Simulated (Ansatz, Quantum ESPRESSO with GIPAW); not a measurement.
# Shieldings and field gradients in AlN, part 2 of 2

Aim: the magnetic shielding tensor of every site in AlN and the field gradients at its nuclei.

Quantum ESPRESSO with GIPAW; PBE.

So far. Step 3 (Magnetic response): An axis of order three or more runs through Al and N, so two principal values coincide and the skew is ±1. In this run the largest span is that of Al (site symmetry 3m), with principal values 432.0, 448.8 and 448.8 ppm.

The database entry behind the starting cell differs from later determinations by our own check (inner coordinate u about 0.002 short), so it need not match the best structure at ambient conditions.

### Step 5. From shieldings to shifts (continued)

Simulated spectrum: 27Al fast MAS, 9.4 T (104.4 MHz), central transition to second order, lines broadened by 1 ppm; the axis counts ppm from the isotropic position of Al, as −Δσ; rigid lattice, with dipolar and J couplings and satellite transitions left out.

| offset (ppm) | intensity |
| --- | --- |
| 3.60 | 0.00 |
| 3.25 | 0.00 |
| 2.89 | 0.01 |
| 2.54 | 0.01 |
| 2.22 | 0.01 |
| 1.86 | 0.01 |
| 1.51 | 0.02 |
| 1.18 | 0.02 |
| 0.83 | 0.03 |
| 0.47 | 0.06 |
| 0.15 | 0.17 |
| -0.20 | 0.46 |
| -0.56 | 0.84 |
| -0.91 | 1.00 |
| -0.94 | 1.00 |
| -1.24 | 0.96 |
| -1.59 | 0.92 |
| -1.94 | 0.90 |
| -2.27 | 0.76 |
| -2.62 | 0.46 |
| -2.98 | 0.24 |
| -3.30 | 0.14 |
| -3.66 | 0.09 |
| -4.01 | 0.04 |
| -4.36 | 0.02 |
| -4.69 | 0.01 |
| -5.04 | 0.01 |
| -5.40 | 0.01 |
| -5.72 | 0.01 |
| -6.08 | 0.00 |
| -6.43 | 0.00 |
| -6.76 | 0.00 |
| -7.11 | 0.00 |
| -7.46 | 0.00 |
| -7.79 | 0.00 |

Most prominent maxima (ppm: height): -0.94: 1.00.

Simulated spectrum: 15N static powder, 23.5 T (101.5 MHz), lines broadened by 1 ppm; the axis counts ppm from the isotropic position of N, as −Δσ; rigid lattice, with dipolar and J couplings left out.

offset (ppm), intensity and a bar:
```
      7.6       0.00 
      7.0       0.00 
      6.4       0.01 
      5.9       0.01 
      5.3       0.01 
      4.8       0.02 #
      4.2       0.06 ##
      3.7       0.31 #########
      3.1       0.91 ###########################
      2.8       1.00 ##############################
      2.5       0.90 ###########################
      2.0       0.67 ####################
      1.4       0.53 ################
      0.9       0.46 ##############
      0.3       0.41 ############
     -0.2       0.38 ###########
     -0.8       0.35 ##########
     -1.3       0.33 ##########
     -1.9       0.31 #########
     -2.4       0.29 #########
     -3.0       0.28 ########
     -3.5       0.26 ########
     -4.1       0.25 ########
     -4.7       0.24 #######
     -5.2       0.23 #######
     -5.8       0.20 ######
     -6.3       0.12 ####
     -6.9       0.03 #
     -7.4       0.01 
     -8.0       0.00 
     -8.5       0.00 
     -9.1       0.00 
     -9.6       0.00 
    -10.2       0.00 
    -10.7       0.00
```

Most prominent maxima (ppm: height): 2.8: 1.00.

### Step 6. What the settings change

Each row names what was changed: the structure as given shows what the relaxation did; another mesh tests the sampling of the zone; another functional shows how far the paramagnetic term hangs on the exchange-correlation form; another cutoff tests the basis.

Changes of σ_iso (ppm) against the run above (PBE, cutoffs 55 and 340 Ry, mesh 8×8×4, 3.3 min). Times are CPU times of pw.x and gipaw.x together, on 4 MPI ranks of Arm Neoverse V2, shared host; on a shared host they are rough. A run is marked as doubtful where the f-sum miss passes 0.015 electrons, or that much for each three atoms in larger cells (with Tl, Pb, Hg, Bi or Sn a third of that, or a mesh spacing over 0.26 Å⁻¹), or where the susceptibility is unphysically large.

```csv
run,CPU time,f-sum miss,Al,N
structure as given,3.3 min,0.0047,-0.3,-0.2
mesh 10×10×6,5.9 min,9.0e-4,+0.3,+1.3
LDA,3.3 min,0.0049,-17.4,-11.5
cutoffs 40 and 340 Ry (coarse on purpose),2.2 min,0.0054,+0.0,-0.2
mesh 5×5×3 (marked),82 s,0.13,-3.2,-11.4
Wu-Cohen,3.4 min,0.0050,-3.2,-6.8
```

The largest move is -17.4 ppm, on Al, from LDA.

### Step 7. What goes wrong with a poor setting

For contrast, the same job on a spoilt input.

nmr.in reads:

```
&inputgipaw
  job = 'nmr'
  prefix = 'x'
  tmp_dir = './tmp/'
  restart_mode = 'from_scratch'
  verbosity = 'low'
  q_gipaw = 0.5
  spline_ps = .true.
  conv_threshold = 1.0d-11
  use_nmr_macroscopic_shape = .false.
  pawproj(1) = .true.
  pawproj(2) = .true.
/
```

Launch:

```
> mpirun -np 4 gipaw.x -in nmr.in > nmr.out
```

The log of the run:

```text
[banner, memory and clock lines left out]
[a note of our patched build left out]

     Parallelizing q-star over 1 images

     IMPORTANT: XC functional enforced from input :
     Exchange-correlation= PBE
                           (   1   4   3   4   0   0   0)
     Any further DFT definition will be discarded
     Please, verify this is what you really want

     Check: negative core charge=   -0.000002
[...]
WARNING: some symmetry operations do not permute x, y and z, so the susceptibility and the shape term are
     wrong: all shieldings move alike (in wurtzite BN nosym gave 13 and 6 ppm more at 3 and 6 points an axis).
     Run pw.x with nosym, and raise the mesh until the susceptibility stays

     alpha_pv=     30.4026 eV

     spline_ps is .false., expect some extrapolation errors

     q-space interpolation up to    66.00 Rydberg

     GIPAW job: nmr
     NMR macroscopic correction: no
[...]
Computing the magnetic susceptibility     isolve=0    ethr=  0.1000E-10
     Starting from scratch
[...]
Paramagnetic US L_R Q_R contribution in ppm:

     Atom  1  Al  pos: (  0.500000  0.288675  0.798436)  para_lq sigma:           1.73
[...]
Atom  2  Al  pos: ( -0.000000  0.577350 -0.001596)  para_lq sigma:           1.73
[...]
Atom  3  N   pos: (  0.500000  0.288675  1.409653)  para_lq sigma:         -51.40
[...]
Atom  4  N   pos: ( -0.000000  0.577350  0.609621)  para_lq sigma:         -51.40
[...]
Total NMR chemical shifts in ppm: ---------------------------------------
     (adopting the Simpson convention for anisotropy and asymmetry)-----------

     Atom  1  Al  pos: (  0.500000  0.288675  0.798436)  Total sigma:         500.91
[...]
Al      1    anisotropy:    -27.78    eta:    0.0000
[...]
Atom  2  Al  pos: ( -0.000000  0.577350 -0.001596)  Total sigma:         500.91
[...]
Atom  3  N   pos: (  0.500000  0.288675  1.409653)  Total sigma:         141.13
[...]
N       3    anisotropy:      9.95    eta:    0.0000
[...]
Atom  4  N   pos: ( -0.000000  0.577350  0.609621)  Total sigma:         141.13
[...]
```

Wall time 45 s (4 MPI ranks of Arm Neoverse V2, shared host); peak memory 0.27 GiB.

The run ends without an error, but the fault (a field wave vector far too long) moves σ_iso of Al by +57.7 ppm (both without the shape term); the f-sum rule is missed by 0.034 electrons. Its numbers are not to be used. The field is then no longer uniform over the cell, and the limit q → 0 is not reached.

### Step 8. What came out

- 27Al shielding without shape term: 443.2 ppm
- 27Al size of C_Q: 1.63 MHz
- 15N shielding without shape term: 116.7 ppm
- 14N size of C_Q: 0.01 MHz

In words: 27Al has one site (AlN4), with isotropic shielding 443.2 ppm (shape term left out) and C_Q 1.63 MHz. A shift needs a reference, δ = σ_ref − σ, fixed on measured compounds; for 27Al of this kind at this level too few were at hand, or they scattered too widely about a line, so none is given. Going to mesh 10×10×6 changes no isotropic shielding by more than 1.3 ppm, a first measure of the error left in that respect. A higher cutoff was not carried through on these files. The cheaper run with cutoffs 40 and 340 Ry takes about 65 % of the time and is off by 3.3e-4 ppm on Al, and by 0.19 ppm at most. The largest change with the functional is 17.4 ppm in absolute shielding; part of that drops out once each functional has its own reference line. This build of gipaw.x prints that it is not audited and that its numbers are no references by themselves. It also reports spline_ps as false although the input sets it; why was not traced.

[Banner, clock, file and message-heading lines were taken out of the pw.x and gipaw.x logs.]

[Logs are printed without paths, hosts, clocks, repeated set-up lines and the standing remarks that a program may print on its own settings, such as how far it seeks lower states.]

[Hosts, paths, dates, database ids (printed as entryN), source tags and the programs' standing remarks are cut or masked in the printed files.]

[Where no reference line passes its bar on scatter, no shift is given, so a measured shift of this compound may stand uncompared.]
